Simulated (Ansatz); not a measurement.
# V_O in LiLaSO (P4/nmm): charge-transition levels and formation energies, part 2 of 2

Aim: at which Fermi levels does V_O in LiLaSO (P4/nmm) change its charge? The model is a cell of 64 host atoms with 1 O taken out.

Ansatz; place-levels on PBEsol runs: charge-transition levels and formation energies with image-charge correction and potential alignment at the atomic sites.

So far. Step 3 (Placing the levels, PBEsol): Under PBEsol the gap is 3.07 eV, (+2/+1) 1.80, (+1/0) 2.68, (0/−1) 3.11 (outside the gap) (with band filling) eV.

**3. Placing the levels, PBEsol (continued)**

Chemical potentials of the elements' reference phases, run alike. Formation energy by charge state (elemental references; gap 3.07 eV):

```tsv
charge	at valence top (eV)	at conduction bottom (eV)	correction included (eV)
+2	1.90	8.03	0.29
+1	3.70	6.77	0.03
0	6.38	6.38	0.00
−1	9.49	6.42	-0.07
```

Fermi level (eV), lowest formation energy (eV) and a bar from the least value:
```
     0.00       1.90 
     0.28       2.45 ####
     0.56       3.01 #######
     0.84       3.57 ###########
     1.11       4.13 ###############
     1.39       4.68 ###################
     1.67       5.25 ######################
     1.95       5.65 #########################
     2.23       5.93 ###########################
     2.51       6.21 #############################
     2.79       6.38 ##############################
     3.07       6.38 ##############################
```

**4. Effect of the sampling**

The relaxations' own energies give the levels at their sampling, for comparison.

Contents of levels.relax_mesh.yaml:

```yaml
host:
  run: host.relax.run
  levels_from: { run: edges.relax.run }
states: [qm1_M1.relax.run, q0.relax.run, qp1_M1.relax.run, qp2.relax.run, q0_M2.relax.run]
chemical_potentials:
  O:
    energy: -558.282649
    dataset: "<sha256 of the dataset>"
```

Started as:

```bash
$ ansatz place-levels levels.relax_mesh.yaml -- --threads 4 --pin off --max-ram 7536MiB
```

Numbers of over 12 decimals in the logs are rounded to 6 here.

Output:

```text
(+2/+1) 1.802 eV above the valence edge, 1.266 eV under the conduction edge
(+1/0) 2.674 eV above the valence edge, 0.393 eV under the conduction edge
[...]
formation energy of charge +2: +1.897 eV with the Fermi level at the valence edge
formation energy of charge +1: +3.699 eV with the Fermi level at the valence edge
formation energy of charge 0: +6.374 eV with the Fermi level at the valence edge
formation energy of charge -1: +9.484 eV with the Fermi level at the valence edge
  edges by pbesol of host.levels_from (edges.relax.run), its mesh sampled to repeats of 27.82 Å (the valence edge +0.136 eV and the conduction edge -0.265 eV from those of the host's own run), gap 3.068 eV; the host is sampled to repeats of 14.17 Å
[... the lines on each state left out ...]
```

The job ended after 0.15 s (4 threads of Arm Neoverse V2, shared host).

Levels between neighbouring charges, in eV above the valence top:

```tsv
	gap (eV)	(+2/+1)	(+1/0)	(0/−1)
one point at (¼, ¼, ¼)	3.07	1.80	2.67	3.11
a 2×2×2 shifted mesh	3.07	1.80	2.68	3.11
```

Going from one point at (¼, ¼, ¼) to a 2×2×2 shifted mesh moves the levels that carry no band-filling term by up to 0.00 eV and formation energies against the elements by up to 0.01 eV; band-filling terms, which differ between samplings, are in these energies.

**5. Levels against the band edges, r2SCAN**

r2SCAN on the same structure is run to see how far the result rests on the functional, though not on the errors that semilocal functionals share; the sampling changes too, to one point at (¼, ¼, ¼), so differences hold both changes.

Contents of qm1_M1.r2scan/input.yaml:

```yaml
crystal:
  checkpoint: "../qm1_M1.relax.run"
  host: checkpoint
total_charge: -1
basis:
  ecutwfc: 500
  xc_grid: 2
hamiltonian:
  xc: r2scan
kpoints:
  mp_grid: { grid: [1, 1, 1], shift: [0.25, 0.25, 0.25] }
magnetization:
  spin_polarized: true
  initial_magnetization: 1
  spin_locking: { lock_magnetization: hard }
scf:
  occupations: { method: fermi_dirac, width: 0.01 }
  max_iter: 60
output:
  forces: true
  eigenvalues: true
  charged_corrections:
    epsilon: [5.41, 5.41, 5.12]
    static_epsilon: [20.61, 20.61, 13.45]
    defect_position: [0.5, 0.5, 0.0]
checkpoint:
  write: "../qm1_M1.r2scan.run"
  compress: false
  write_wavefunctions: false
  write_every: 100000
```

Wall time 2.1 min (4 threads); peak memory 4.7 GiB.

Contents of levels.r2scan.yaml:

```yaml
host:
  run: host.r2scan.run
  levels_from: { run: edges.r2scan.run }
states: [qm1_M1.r2scan.run, q0.r2scan.run, qp1_M1.r2scan.run, qp2.r2scan.run, q0_M2.r2scan.run]
geometry_from:
  qm1_M1.r2scan.run: qm1_M1.relax.run
  q0.r2scan.run: q0.relax.run
  qp1_M1.r2scan.run: qp1_M1.relax.run
  qp2.r2scan.run: qp2.relax.run
  q0_M2.r2scan.run: q0_M2.relax.run
  host.r2scan.run: host.relax.run
chemical_potentials:
  O:
    energy: -565.983079
    dataset: "<sha256 of the dataset>"
```

Started as:

```bash
$ ansatz place-levels levels.r2scan.yaml -- --threads 4 --pin off --max-ram 7536MiB
```

Output:

```text
(+2/+1) 2.040 eV above the valence edge, 1.655 eV under the conduction edge
(+1/0) 3.115 eV above the valence edge, 0.580 eV under the conduction edge
[...]
formation energy of charge +2: +1.496 eV with the Fermi level at the valence edge
formation energy of charge +1: +3.536 eV with the Fermi level at the valence edge
formation energy of charge 0: +6.651 eV with the Fermi level at the valence edge
formation energy of charge -1: +10.366 eV with the Fermi level at the valence edge
  edges by r2scan of host.levels_from (edges.r2scan.run), its mesh sampled to repeats of 27.82 Å (the valence edge +0.128 eV and the conduction edge -0.243 eV from those of the host's own run), gap 3.695 eV; the host is sampled to repeats of 14.17 Å
[... the lines on each state left out ...]
```

Elapsed: 0.25 s, on 4 threads.

Under r2SCAN the gap is 3.70 eV, (+2/+1) 2.04, (+1/0) 3.12, (0/−1) 3.71 (outside the gap) (with band filling) eV.

**6. Side by side**

Levels between neighbouring charges, in eV above each run's own valence top:

```tsv
	gap (eV)	(+2/+1)	(+1/0)	(0/−1)	CPU time a state at this stage (restarts are quicker than cold starts)
PBEsol, 2×2×2 shifted mesh	3.07	1.80	2.68	3.11	12 min
r2SCAN on PBEsol structures, (¼, ¼, ¼)	3.70	2.04	3.12	3.71	5.9 min
```

**7. What came out**

| Quantity | Value |
| --- | --- |
| gap of the host | 3.07 eV (PBEsol) |
| level (plus 2/plus 1) | 1.80 eV above the valence top |
| level (plus 1/0) | 2.68 eV above the valence top |
| level (0/minus 1) | 3.11 eV above the valence top, past the conduction bottom (3.35 eV above the valence top without the band-filling term) |
| lowest of the charges placed, just above the valence top (0.02 eV) | +2 |
| lowest of the charges placed, just below the conduction bottom (0.02 eV) | 0 |
| lowest formation energy at mid-gap of the charges run, elemental references | 4.97 eV |

What this shows: Of the charges placed (−1, 0, +1 and +2), the lowest changes at 1.80 eV (+2/+1) and 2.68 eV (+1/0) above the valence top, in a gap of 3.07 eV. Charges above +2 were not placed, so these runs say nothing of levels that involve them. States placed: +2 at 0 μB; +1 at 1 μB; 0 at 0 μB and 2 μB; −1 at 1 μB. Other spin states or structures, where not listed, weren't placed. The program finds carriers beyond a band edge of the host and adds a band-filling term at charge −1 (-0.24 eV); steps to such a charge show no bound level, and a defect level inside a band would be read the same way. Going from one point at (¼, ¼, ¼) to a 2×2×2 shifted mesh moves the levels that carry no band-filling term by up to 0.00 eV and formation energies against the elements by up to 0.01 eV; band-filling terms, which differ between samplings, are in these energies. What this leaves open: the images are only 8.6 Å apart; PBEsol makes the gap too small and tends to spread out bound carriers; where a gas molecule sets a chemical potential or the host's formation energy, its binding is uncorrected; spin–orbit coupling, which can matter with heavy atoms, is left out.

[Logs are printed without paths, hosts, clocks, repeated set-up lines and the standing remarks that a program may print on its own settings, such as how far it seeks lower states.]

[Hosts, paths, dates, database ids (printed as entryN), source tags and the programs' standing remarks are cut or masked in the printed files.]

[Where a table of states has a column of steps, it counts the stored structures, which are thinned; the runs took as many ionic steps or more.]

[A defect's name tells the site on which it was built; relaxed atoms can leave that site.]

[For some hosts the program warned that the k-mesh of the response run may be too coarse for force constants and the static dielectric constant; such warnings are not shown here.]
